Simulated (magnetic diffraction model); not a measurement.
## LiCrSnS₄: what an assumed order does to the neutron pattern

Space group P222_1 (no. 17), a = 7.3270 Å, b = 7.3900 Å, c = 10.6060 Å.

| site | atom | x | y | z |
| --- | --- | --- | --- | --- |
| 4e | Sn | 0.7403 | 0.2495 | 0.1256 |
| 2b | Cr | 0.7590 | 1/2 | 1/2 |
| 2d | Cr | 1/2 | 0.2477 | 3/4 |
| 4e | S | 0.7452 | 0.5153 | 0.2647 |
| 4e | S | 0.5171 | 0.2646 | 0.5079 |
| 4e | S | 0.9749 | 0.2707 | 0.4960 |
| 4e | S | 0.7300 | 0.0208 | 0.7485 |
| 2a | Li | 0.7696 | 0 | 1/2 |
| 2c | Li | 0 | 0.2243 | 3/4 |

The compound is invented for this exercise: a known structure type with other elements, its cell scaled to their sizes and not relaxed.

Only Cr is taken to order (form factors of Cr3+); orders and moment sizes are assumed, and not adapted to the symmetry. Radiation: neutrons of λ = 2.567 Å, 8° to 45°; isotropic B of 0.39 Å² (Sn), 0.35 Å² (Cr), 0.54 Å² (S) and 0.55 Å² (Li). The intensities are simulated: I ∝ L Σ (|F_N|² + |F_M⊥|²) for unpolarised neutrons, with F_M = 2.695 fm/μB × Σ f(s) S exp(2πi Q·r) exp(−B s²) at Q = H ± k (one set where k and −k are equivalent), only the part normal to Q counting and L = 1/(sin²θ cos θ). For collinear order S is the moment m, which repeats by lattice and centring translations R with the sign exp(−2πi k·R). Form factors are spin-only for 3d ions and dipole or tabulated for f ions, scattering lengths are Sears's of 1992, and absorption is left out. A label names one of the reflections at its angle. The strongest nuclear line in the range is 100, and lines under 0.2 are left out.

Assume the order k = (0 1/2 0), collinear moments along [100], 2.78 μB on Cr; signs + at (0.7590, 1/2, 1/2), + at (0.2410, 1/2, 0), + at (1/2, 0.2477, 3/4), − at (1/2, 0.7523, 1/4).

Q: Where does magnetic intensity appear, and how strong is it?

```
2θ (°)      index  nuclear  magnetic
  9.96  (0 1/2 0)      0.0     198.0
 17.13  (0 1/2 1)      0.0      42.2
 20.00    (0 1 0)     29.9       0.0
 20.18    (1 0 0)     31.2       0.0
 22.55  (1 1/2 0)      0.0       4.8
 24.44    (0 1 1)     26.1       0.0
 24.59    (1 0 1)     19.6       0.0
 26.59  (1 1/2 1)      0.0      41.3
 28.56    (1 1 0)      1.4       0.0
 29.80  (0 1/2 2)      0.0      38.5
 30.20  (0 3/2 0)      0.0      18.3
 31.90    (1 1 1)     67.3       0.0
 33.39  (0 3/2 1)      0.0      10.2
 34.66    (0 1 2)     18.4       0.0
 34.77    (1 0 2)     17.0       0.0
 36.26  (1 1/2 2)      0.0      11.2
 36.59  (1 3/2 0)      0.0       5.2
 39.32  (1 3/2 1)      0.0      29.1
 40.44    (1 1 2)    100.0       0.0
 40.65    (0 2 0)     24.8       0.0
 41.02    (2 0 0)     24.6       0.0
 41.66  (0 3/2 2)      0.0      16.8
 42.32  (2 1/2 0)      0.0       0.9
 43.51    (2 0 1)      0.6       0.0
 43.84  (0 1/2 3)      0.0       4.9
 44.75  (2 1/2 1)      0.0       1.5
```

The strongest magnetic line in the range is (0 1/2 0) at 9.96° (198.0). On top of the Lorentz factor, which all lines share, magnetic lines fade with angle because f falls: for Cr3+ it is 0.90, 0.67, 0.42 and 0.11 at sin θ/λ = 0.1, 0.2, 0.3 and 0.5 Å⁻¹, while nuclear lengths stay constant. The order has no net moment.

[Logs are printed without paths, hosts, clocks, repeated set-up lines and the standing remarks that a program may print on its own settings, such as how far it seeks lower states.]
